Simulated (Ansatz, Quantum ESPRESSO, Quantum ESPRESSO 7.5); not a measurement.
## Evanescent states of ZnS, zinc blende type, lattice constant set to 5.45 Å

Aim: how fast states decay in the gap of ZnS, zinc blende type, lattice constant set to 5.45 Å.

Calculated with Quantum ESPRESSO 7.5; plane-wave DFT, PBE, GBRV ultrasoft pseudopotentials (cross-check by Ansatz 0.2.0 with PAW datasets).

This is a report of a sequence of runs, with most program output left out.

## Step 1: The starting structure

It takes space group F-43m (No. 216, cubic). The conventional cell has a = 5.450 Å, b = 5.450 Å, c = 5.450 Å, α = 90.00°, β = 90.00°, γ = 90.00°. Nearest to Zn lie 4 S at 2.36 Å. Nearest to S lie 4 Zn at 2.36 Å. Farther neighbours and most contacts between anions are not listed.

## Step 2: Ground state

pwcond needs a cell whose third axis lies along the current and stands perpendicular to the other two.

Input file scf.in:

```
&control
  prefix = 'scf'
  outdir = './out'
  pseudo_dir = './pseudo'
  calculation = 'scf'
  tprnfor = .true.
/
&system
  ibrav = 0
  nat = 4
  ntyp = 2
  ecutwfc = 40
  ecutrho = 200
  occupations = 'fixed'
  nbnd = 30
/
&electrons
  conv_thr = 1e-09
  mixing_beta = 0.6
  electron_maxstep = 120
/
ATOMIC_SPECIES
  Zn  65.3800  zn_pbe_v1.uspp.F.UPF
  S   32.0600  s_pbe_v1.4.uspp.F.UPF
CELL_PARAMETERS angstrom
  3.85373195746668 0.00000000000000 0.00000000000000
  0.00000000000000 3.85373195746668 0.00000000000000
  0.00000000000000 0.00000000000000 5.45000000000000
ATOMIC_POSITIONS crystal
  Zn  0.000000000000 0.000000000000 0.000000000000
  S   0.500000000000 0.000000000000 0.250000000000
  Zn  0.500000000000 0.500000000000 0.500000000000
  S   0.000000000000 0.500000000000 0.750000000000
K_POINTS automatic
  6 6 6 0 0 0
```

Started as:

```console
> OMP_NUM_THREADS=1 mpirun -n 2 pw.x -nk 2 -in scf.in > scf.out
```

Elapsed: 22 s, on 2 MPI ranks of Arm Neoverse V2, shared host; peak memory 0.23 GiB.

This step gave:

* free energy: -13218.4902 eV
* valence top, on the run's zero: 6.401 eV
* conduction bottom, on the run's zero: 8.395 eV
* gap by band count: 1.994 eV

The run needed 9 iterations to bring the estimated error under 1e-09 Ry.

## Step 3: Complex band structure

ikind = 0 solves one period of the crystal for all kz, real and complex, at each energy and k across. ewind and epsproj trim the two-dimensional plane-wave basis; nz1 sets the subslabs.

Input file cbs.in:

```
&inputcond
  outdir = './out'
  prefixl = 'scf'
  band_file = 'cbs'
  ikind = 0
  ewind = 4.0
  epsproj = 1e-05
  nz1 = 7
  energy0 = 4.48
  denergy = -0.16
/
4
  0.00000000 0.00000000 1.00000000
  0.50000000 0.00000000 1.00000000
  0.50000000 0.50000000 1.00000000
  0.25000000 0.00000000 1.00000000
41
```

Started as:

```console
> OMP_NUM_THREADS=1 mpirun -n 2 pwcond.x -in cbs.in > cbs.out
```

Wall time 3.2 min (2 MPI ranks); peak memory 0.15 GiB; 6.5 min of CPU time.

This step gave:

```
peak of the smallest κ at the zone centre : 0.15 Å⁻¹
energy of the peak at the zone centre     : 0.96 eV
peak of the smallest κ at (1/2, 0)        : 0.296 Å⁻¹
peak of the smallest κ at (1/4, 0)        : 0.303 Å⁻¹
```

K across = (0, 0) in the cell's reciprocal vectors; values within 0.0025 1/Å of each other count once, columns are sorted by size at each energy, a dash where no further value was kept. Im kz of the slowest decaying states against energy, zero at the highest filled level of the SCF mesh:

```csv
energy (eV),decay 1 (Å⁻¹),decay 2 (Å⁻¹),decay 3 (Å⁻¹)
-1.92,1.25,1.59,1.82
-1.76,1.25,1.58,1.74
-1.60,1.24,1.57,1.69
-1.44,1.23,1.57,1.67
-1.28,1.21,1.56,1.66
-1.12,1.19,1.55,1.66
-0.96,1.17,1.55,1.67
-0.64,1.12,1.53,1.70
-0.48,1.09,1.53,1.72
-0.32,1.07,1.52,1.75
-0.16,1.04,1.51,1.77
0.00,0.003,0.008,0.996
0.16,0.083,0.17,0.948
0.32,0.112,0.235,0.912
0.48,0.13,0.281,0.879
0.64,0.141,0.317,0.849
0.80,0.147,0.347,0.82
0.96,0.15,0.371,0.792
1.12,0.148,0.392,0.764
1.44,0.133,0.425,0.709
1.60,0.118,0.437,0.681
1.76,0.095,0.448,0.652
1.92,0.056,0.457,0.622
2.08,0.464,0.591,0.733
2.24,0.47,0.558,0.701
2.40,0.475,0.523,0.668
2.56,0.478,0.484,0.634
2.72,0.442,0.48,0.599
2.88,0.394,0.481,0.562
3.04,0.338,0.48,0.524
3.20,0.268,0.479,0.482
3.52,0.387,0.472,1.29
3.68,0.329,0.467,1.28
3.84,0.256,0.461,1.26
4.00,0.142,0.454,1.25
4.16,0.446,1.24,1.86
4.32,0.436,1.23,1.82
4.48,0.012,0.426,1.22
```

K across = (0, 0) in the cell's reciprocal vectors. The Re kz of states that move upwards by energy, zero at the highest filled level of the SCF mesh:

| energy (eV) | channel 1 (Å⁻¹) | channel 2 (Å⁻¹) | channel 3 (Å⁻¹) |
| --- | --- | --- | --- |
| -1.92 | -0.453 | 0.256 | 0.257 |
| -1.76 | -0.422 | 0.344 | 0.344 |
| -1.60 | -0.391 | 0.417 | 0.417 |
| -1.44 | -0.360 | 0.481 | 0.482 |
| -1.28 | -0.330 | 0.542 | 0.542 |
| -1.12 | -0.554 | -0.554 | -0.299 |
| -0.96 | -0.497 | -0.497 | -0.268 |
| -0.64 | -0.384 | -0.384 | -0.204 |
| -0.48 | -0.324 | -0.324 | -0.170 |
| -0.32 | -0.258 | -0.258 | -0.134 |
| -0.16 | -0.178 | -0.178 | -0.0905 |
| 0.00 | -0.00438 | - | - |
| 0.16 | - | - | - |
| 0.32 | - | - | - |
| 0.48 | - | - | - |
| 0.64 | - | - | - |
| 0.80 | - | - | - |
| 0.96 | - | - | - |
| 1.12 | - | - | - |
| 1.44 | - | - | - |
| 1.60 | - | - | - |
| 1.76 | - | - | - |
| 1.92 | - | - | - |
| 2.08 | 0.0625 | - | - |
| 2.24 | 0.110 | - | - |
| 2.40 | 0.146 | - | - |
| 2.56 | 0.178 | - | - |
| 2.72 | 0.208 | - | - |
| 2.88 | 0.237 | - | - |
| 3.04 | 0.265 | - | - |
| 3.20 | 0.293 | - | - |
| 3.52 | 0.126 | 0.351 | - |
| 3.68 | 0.248 | 0.381 | - |
| 3.84 | 0.329 | 0.412 | - |
| 4.00 | 0.395 | 0.446 | - |
| 4.16 | 0.171 | 0.453 | 0.485 |
| 4.32 | 0.297 | 0.505 | 0.534 |
| 4.48 | 0.426 | - | - |

K across = (1/2, 0) in the cell's reciprocal vectors; values within 0.0025 1/Å of each other count once, columns are sorted by size at each energy, a dash where no further value was kept. Im kz of the slowest decaying states against energy, zero at the highest filled level of the SCF mesh:

| energy (eV) | decay 1 (Å⁻¹) | decay 2 (Å⁻¹) | decay 3 (Å⁻¹) |
| --- | --- | --- | --- |
| -1.92 | 0.98 | 1.68 | 2.17 |
| -1.76 | 0.934 | 1.70 | 2.19 |
| -1.44 | 0.824 | 1.72 | 2.19 |
| -1.28 | 0.751 | 1.63 | 1.80 |
| -0.96 | 0.471 | 1.46 | 1.92 |
| -0.80 | 0.055 | 0.307 | 1.42 |
| -0.64 | 0.129 | 0.562 | 1.38 |
| -0.32 | 0.2 | 0.705 | 1.30 |
| -0.16 | 0.223 | 0.74 | 1.27 |
| 0.00 | 0.242 | 0.764 | 1.25 |
| 0.32 | 0.269 | 0.795 | 1.19 |
| 0.48 | 0.278 | 0.804 | 1.17 |
| 0.80 | 0.291 | 0.815 | 1.12 |
| 0.96 | 0.294 | 0.818 | 1.09 |
| 1.12 | 0.296 | 0.819 | 1.07 |
| 1.44 | 0.294 | 0.817 | 1.02 |
| 1.60 | 0.291 | 0.814 | 1.00 |
| 1.76 | 0.285 | 0.81 | 0.98 |
| 2.08 | 0.268 | 0.8 | 0.936 |
| 2.24 | 0.256 | 0.794 | 0.913 |
| 2.56 | 0.223 | 0.779 | 0.869 |
| 2.72 | 0.201 | 0.77 | 0.846 |
| 2.88 | 0.172 | 0.761 | 0.824 |
| 3.20 | 0.067 | 0.741 | 0.778 |
| 3.36 | 0.73 | 0.754 | 1.75 |
| 3.52 | 0.718 | 0.73 | 1.73 |
| 3.84 | 0.681 | 0.692 | 1.71 |
| 4.00 | 0.655 | 0.678 | 1.69 |
| 4.32 | 0.6 | 0.647 | 1.67 |
| 4.48 | 0.571 | 0.631 | 1.65 |

K across = (1/2, 1/2) in the cell's reciprocal vectors; values within 0.0025 1/Å of each other count once, columns are sorted by size at each energy, a dash where no further value was kept. Im kz of the slowest decaying states against energy, zero at the highest filled level of the SCF mesh:

| energy (eV) | decay 1 (Å⁻¹) | decay 2 (Å⁻¹) | decay 3 (Å⁻¹) |
| --- | --- | --- | --- |
| -1.92 | 0.212 | 0.216 | 1.74 |
| -1.60 | 0.304 | 0.311 | 1.74 |
| -1.28 | 0.353 | 0.364 | 1.74 |
| -0.96 | 0.382 | 0.397 | 1.73 |
| -0.64 | 0.4 | 0.418 | 1.73 |
| -0.32 | 0.41 | 0.432 | 1.72 |
| -0.16 | 0.412 | 0.436 | 1.72 |
| 0.00 | 0.414 | 0.44 | 1.72 |
| 0.16 | 0.413 | 0.441 | 1.71 |
| 0.48 | 0.409 | 0.442 | 1.71 |
| 0.80 | 0.4 | 0.438 | 1.70 |
| 1.12 | 0.387 | 0.431 | 1.69 |
| 1.44 | 0.37 | 0.419 | 1.68 |
| 1.76 | 0.348 | 0.404 | 1.67 |
| 2.08 | 0.321 | 0.386 | 1.66 |
| 2.40 | 0.288 | 0.362 | 1.65 |
| 2.72 | 0.246 | 0.333 | 1.63 |
| 2.88 | 0.22 | 0.317 | 1.62 |
| 3.20 | 0.15 | 0.277 | 1.61 |
| 3.52 | 0.225 | 1.60 | 1.76 |
| 3.84 | 0.148 | 1.58 | 1.74 |
| 4.16 | 1.57 | 1.72 | 1.81 |
| 4.48 | 1.55 | 1.69 | 1.76 |

K across = (1/4, 0) in the cell's reciprocal vectors; values within 0.0025 1/Å of each other count once, columns are sorted by size at each energy, a dash where no further value was kept. Table of Im kz of the slowest decaying states by energy, zero at the highest filled level of the SCF mesh:

```
energy (eV)  decay 1 (Å⁻¹)  decay 2 (Å⁻¹)  decay 3 (Å⁻¹)
      -1.92          0.046          0.266           1.44
      -1.76          0.098          0.101           1.45
      -1.44          0.131           1.46           1.58
      -1.28          0.131           1.45           1.47
      -0.96          0.093           1.28           1.42
      -0.80           1.23           1.40           1.52
      -0.64           1.18           1.39           1.51
      -0.32          0.115           1.11           1.35
      -0.16          0.102          0.166           1.08
       0.00            0.2          0.236           1.05
       0.32          0.246          0.367           0.99
       0.48          0.262          0.412          0.963
       0.80          0.285          0.482          0.911
       0.96          0.292           0.51          0.885
       1.12          0.298          0.535           0.86
       1.44          0.303          0.578          0.809
       1.60          0.302          0.596          0.784
       1.76            0.3          0.613          0.758
       2.08           0.29          0.644          0.706
       2.24          0.281          0.658          0.679
       2.56          0.257          0.623          0.685
       2.72          0.239          0.594            0.7
       2.88          0.217          0.562          0.716
       3.20          0.144          0.494           0.77
       3.36          0.058          0.456          0.796
       3.52          0.413          0.785           1.00
       3.84          0.156          0.302          0.762
       4.00          0.185          0.217           0.75
       4.32          0.213          0.723          0.853
       4.48          0.129          0.219          0.708
```

## Step 4: Complex band structure, with nz1 = 3

A sensitivity test on the input.

cbs.w.in, as its differences from the input of step 3:

```diff
@@ -3,3 +3,3 @@
   prefixl = 'scf'
-  band_file = 'cbs'
+  band_file = 'cbs.w'
   ikind = 0
@@ -7,3 +7,3 @@
   epsproj = 1e-05
-  nz1 = 7
+  nz1 = 3
   energy0 = 4.48
```

Started as:

```console
> OMP_NUM_THREADS=1 mpirun -n 2 pwcond.x -in cbs.w.in > cbs.w.out
```

Run time: 2.9 min. Hardware: 2 MPI ranks; peak memory 0.14 GiB.

The changed values were drawn from a wide range, not chosen for quality; the comparison shows what they did here together.

Beside the run it was changed from:

```
                                       quantity  this run  unchanged run  difference
peak of the smallest κ at the zone centre (Å⁻¹)      0.15           0.15           0
       peak of the smallest κ at (1/2, 0) (Å⁻¹)     0.296          0.296           0
                                  wall time (s)       175            195
```

The physical values in this table stay within 0.05 %.

## Step 5: The same in Ansatz

As a check, the same structure is run in Ansatz.

Level of this step: plane-wave DFT, PBE, Ansatz PAW (Ansatz 0.2.0).

Input file input.yaml:

```yaml
crystal:
  lattice:
    - [3.8537319575, 0.0, 0.0]
    - [0.0, 3.8537319575, 0.0]
    - [0.0, 0.0, 5.45]
  atoms:
    - { symbol: Zn, position: [0.0, 0.0, 0.0] }
    - { symbol: S, position: [0.5, 0.0, 0.25] }
    - { symbol: Zn, position: [0.5, 0.5, 0.5] }
    - { symbol: S, position: [0.0, 0.5, 0.75] }
kpoints:
  mp_grid: { grid: [6, 6, 6] }
hamiltonian:
  xc: pbe
scf:
  occupations: { method: fixed }
  convergence: { dr2_threshold: 1.0e-09 }
output:
  transmission:
    leads: [[0, 0]]
    kpoints: [[0, 0], [0.5, 0], [0.5, 0.5], [0.25, 0]]
    e_range: [-1.92, 4.48]
    de: 0.16
```

Started as:

```console
> ansatz run input.yaml --threads 2 --pin off --max-ram 4096MiB --backend cpu --events-out ev --progress --plain --runs-dir out
```

The job ended after 13 s (2 threads; peak memory 0.45 GiB; 26 s of CPU time).

Read from the output:

- free energy: -8445.4667 eV
- gap by band count: 1.999 eV
- symmetry operations: 16
- slowest decay at the grid energy nearest mid-gap: 0.1499 Å⁻¹
- peak of the smallest κ at the zone centre: 0.1499 Å⁻¹
- peak of the smallest κ at (1/4, 0): 0.3029 Å⁻¹
- valence top, on the run's zero: 5.462 eV

K across = (0, 0) in the cell's reciprocal vectors; values within 0.0025 1/Å of each other count once, columns are sorted by size at each energy, a dash where no further value was kept. The Im kz of the slowest decaying states by energy, zero at the highest filled level of the SCF mesh:

| energy (eV) | decay 1 (Å⁻¹) | decay 2 (Å⁻¹) | decay 3 (Å⁻¹) |
| --- | --- | --- | --- |
| -1.92 | 1.26 | - | - |
| -1.76 | 1.25 | - | - |
| -1.44 | 1.23 | - | - |
| -1.28 | 1.21 | - | - |
| -0.96 | 1.17 | - | - |
| -0.80 | 1.14 | - | - |
| -0.64 | 1.12 | - | - |
| -0.32 | 1.07 | - | - |
| -0.16 | 1.04 | - | - |
| 0.00 | 0.00526 | 0.00796 | 0.985 |
| 0.32 | 0.112 | 0.235 | 0.907 |
| 0.48 | 0.130 | 0.281 | 0.875 |
| 0.80 | 0.148 | 0.347 | 0.817 |
| 0.96 | 0.150 | 0.372 | 0.789 |
| 1.12 | 0.148 | 0.392 | 0.761 |
| 1.44 | 0.133 | 0.425 | 0.706 |
| 1.60 | 0.119 | 0.438 | 0.678 |
| 1.76 | 0.0961 | 0.448 | 0.650 |
| 2.08 | 0.465 | 0.589 | 0.733 |
| 2.24 | 0.471 | 0.556 | 0.702 |
| 2.56 | 0.478 | 0.482 | 0.635 |
| 2.72 | 0.440 | 0.480 | 0.599 |
| 2.88 | 0.392 | 0.481 | 0.562 |
| 3.20 | 0.265 | 0.479 | 0.482 |
| 3.36 | 0.165 | 0.437 | 0.476 |
| 3.52 | 0.387 | 0.473 | 1.29 |
| 3.84 | 0.255 | 0.462 | 1.26 |
| 4.00 | 0.141 | 0.455 | 1.25 |
| 4.32 | 0.437 | 1.23 | - |
| 4.48 | 0.0128 | 0.426 | 1.22 |

K across = (0, 0) in the cell's reciprocal vectors. Table of Re kz of states that move upwards by energy, zero at the highest filled level of the SCF mesh:

| energy (eV) | channel 1 (Å⁻¹) | channel 2 (Å⁻¹) | channel 3 (Å⁻¹) |
| --- | --- | --- | --- |
| -1.92 | -0.453 | 0.255 | 0.255 |
| -1.76 | -0.422 | 0.343 | 0.343 |
| -1.60 | -0.391 | 0.416 | 0.416 |
| -1.44 | -0.361 | 0.481 | 0.481 |
| -1.28 | -0.330 | 0.541 | 0.541 |
| -1.12 | -0.554 | -0.554 | -0.299 |
| -0.96 | -0.498 | -0.498 | -0.268 |
| -0.64 | -0.384 | -0.384 | -0.204 |
| -0.48 | -0.324 | -0.324 | -0.170 |
| -0.32 | -0.258 | -0.258 | -0.134 |
| -0.16 | -0.178 | -0.178 | -0.0908 |
| 0.00 | - | - | - |
| 0.16 | - | - | - |
| 0.32 | - | - | - |
| 0.48 | - | - | - |
| 0.64 | - | - | - |
| 0.80 | - | - | - |
| 0.96 | - | - | - |
| 1.12 | - | - | - |
| 1.44 | - | - | - |
| 1.60 | - | - | - |
| 1.76 | - | - | - |
| 1.92 | - | - | - |
| 2.08 | 0.0605 | - | - |
| 2.24 | 0.108 | - | - |
| 2.40 | 0.145 | - | - |
| 2.56 | 0.177 | - | - |
| 2.72 | 0.207 | - | - |
| 2.88 | 0.236 | - | - |
| 3.04 | 0.264 | - | - |
| 3.20 | 0.292 | - | - |
| 3.52 | 0.130 | 0.350 | - |
| 3.68 | 0.250 | 0.380 | - |
| 3.84 | 0.330 | 0.411 | - |
| 4.00 | 0.396 | 0.445 | - |
| 4.16 | 0.172 | 0.453 | 0.484 |
| 4.32 | 0.297 | 0.506 | 0.532 |
| 4.48 | 0.426 | - | - |

K across = (1/2, 0) in the cell's reciprocal vectors; values within 0.0025 1/Å of each other count once, columns are sorted by size at each energy, a dash where no further value was kept. Im kz of the slowest decaying states against energy, zero at the highest filled level of the SCF mesh:

```csv
energy (eV),decay 1 (Å⁻¹),decay 2 (Å⁻¹),decay 3 (Å⁻¹)
-1.92,0.980,-,-
-1.76,0.934,-,-
-1.60,0.883,-,-
-1.44,0.823,-,-
-1.28,0.751,-,-
-1.12,0.651,-,-
-0.96,0.473,1.46,-
-0.64,0.128,0.561,1.37
-0.48,0.170,0.652,1.34
-0.32,0.200,0.704,1.30
-0.16,0.223,0.739,1.27
0.00,0.241,0.763,1.24
0.16,0.256,0.781,1.22
0.32,0.268,0.794,1.19
0.48,0.278,0.804,1.17
0.64,0.285,0.810,1.14
0.80,0.291,0.815,1.12
0.96,0.294,0.817,1.09
1.12,0.296,0.818,1.07
1.44,0.294,0.816,1.02
1.60,0.291,0.814,1.00
1.76,0.285,0.810,0.979
1.92,0.278,0.805,0.957
2.08,0.268,0.800,0.935
2.24,0.256,0.793,0.913
2.40,0.242,0.786,0.890
2.56,0.223,0.779,0.868
2.72,0.201,0.770,0.846
2.88,0.172,0.761,0.823
3.04,0.134,0.751,0.800
3.20,0.0688,0.740,0.777
3.52,0.717,0.730,-
3.68,0.705,-,-
3.84,0.680,0.691,-
4.00,0.654,0.677,-
4.16,0.628,0.662,-
4.32,0.600,0.647,-
4.48,0.570,0.630,-
```

K across = (1/2, 1/2) in the cell's reciprocal vectors; values within 0.0025 1/Å of each other count once, columns are sorted by size at each energy, a dash where no further value was kept. Table of Im kz of the slowest decaying states by energy, zero at the highest filled level of the SCF mesh:

```csv
energy (eV),decay 1 (Å⁻¹),decay 2 (Å⁻¹)
-1.92,0.210,0.215
-1.76,0.265,0.271
-1.60,0.303,0.310
-1.44,0.331,0.340
-1.28,0.352,0.363
-1.12,0.369,0.381
-0.96,0.382,0.396
-0.64,0.400,0.418
-0.48,0.406,0.425
-0.32,0.410,0.431
-0.16,0.412,0.436
0.00,0.413,0.439
0.16,0.413,0.441
0.32,0.411,0.442
0.48,0.409,0.441
0.64,0.405,0.440
0.80,0.400,0.438
0.96,0.394,0.434
1.12,0.387,0.430
1.44,0.370,0.419
1.60,0.360,0.412
1.76,0.348,0.404
1.92,0.335,0.395
2.08,0.321,0.385
2.24,0.305,0.374
2.40,0.287,0.362
2.56,0.268,0.348
2.72,0.245,0.333
2.88,0.219,0.316
3.04,0.188,0.297
3.20,0.149,0.276
3.52,0.224,-
3.68,0.191,-
3.84,0.148,-
4.00,0.0807,-
4.16,-,-
4.32,-,-
4.48,-,-
```

K across = (1/4, 0) in the cell's reciprocal vectors; values within 0.0025 1/Å of each other count once, columns are sorted by size at each energy, a dash where no further value was kept. Table of Im kz of the slowest decaying states by energy, zero at the highest filled level of the SCF mesh:

```csv
energy (eV),decay 1 (Å⁻¹),decay 2 (Å⁻¹),decay 3 (Å⁻¹)
-1.92,0.0456,0.268,1.44
-1.60,0.121,1.46,1.48
-1.28,0.132,1.45,1.48
-0.96,0.0938,1.28,1.42
-0.64,1.18,1.39,-
-0.32,0.114,1.11,1.35
-0.16,0.101,0.166,1.08
0.00,0.200,0.236,1.05
0.16,0.226,0.311,1.02
0.48,0.262,0.412,0.962
0.80,0.285,0.482,0.910
1.12,0.298,0.535,0.859
1.44,0.303,0.578,0.808
1.76,0.300,0.613,0.757
2.08,0.290,0.644,0.705
2.40,0.271,0.651,0.672
2.72,0.240,0.592,0.701
2.88,0.217,0.561,0.717
3.20,0.146,0.493,0.774
3.52,0.411,0.785,1.00
3.84,0.155,0.300,0.762
4.16,0.202,0.736,0.885
4.48,0.129,0.219,0.708
```

## Step 6: The arithmetic

T falls as exp(−2κd). With κ = 0.150 1/Å, 10 Å of barrier pass exp(−2 × 0.150 × 10) = 0.050 of that channel, interfaces aside.

## Step 7: Outcome

| Quantity | Value |
| --- | --- |
| gap on the SCF mesh | 1.99 eV |
| smallest κ at mid-gap among the four k points, at the zone centre | 0.150 Å⁻¹ |
| peak of the smallest κ in the stop band at the zone centre | 0.150 Å⁻¹ |
| peak of the smallest κ in the stop band at (1/2, 0) | 0.296 Å⁻¹ |
| peak of the smallest κ in the stop band at (1/4, 0) | 0.303 Å⁻¹ |
| energy of the peak at the zone centre, over the highest filled level | 0.96 eV |
| peak at the zone centre by Ansatz | 0.150 Å⁻¹ |

**Reading.** With a gap of 1.99 eV on the mesh, the smallest κ at mid-gap among the four k points, at the zone centre is 0.150 Å⁻¹ (PBE, GBRV ultrasoft). For a barrier with the Fermi level at mid-gap the slowest state found, at the zone centre, loses a factor of ten in probability every 7.7 Å or so. Stop bands away from the zone centre are mostly wider than the gap, so their peaks can lie above the conduction bottom. At the zone centre pwcond's peak is 0.150 and Ansatz's 0.150 1/Å, 0 % apart. The cell is the a/√2 one, turned by 45°, with two primitive cells, so X along [001] folds onto kz = 0. A semilocal gap is too small, often by a third to a half and by more in narrow-gap crystals, so real barriers decay faster.

[Logs are printed without paths, hosts, clocks, repeated set-up lines and the standing remarks that a program may print on its own settings, such as how far it seeks lower states.]

[Hosts, paths, dates, database ids (printed as entryN), source tags and the programs' standing remarks are cut or masked in the printed files.]

[Maps of the electrostatic potential energy from Ansatz leave out the sawtooth potential of an applied field or a dipole correction, so their vacuum need not be flat; planar profiles and work functions include it.]
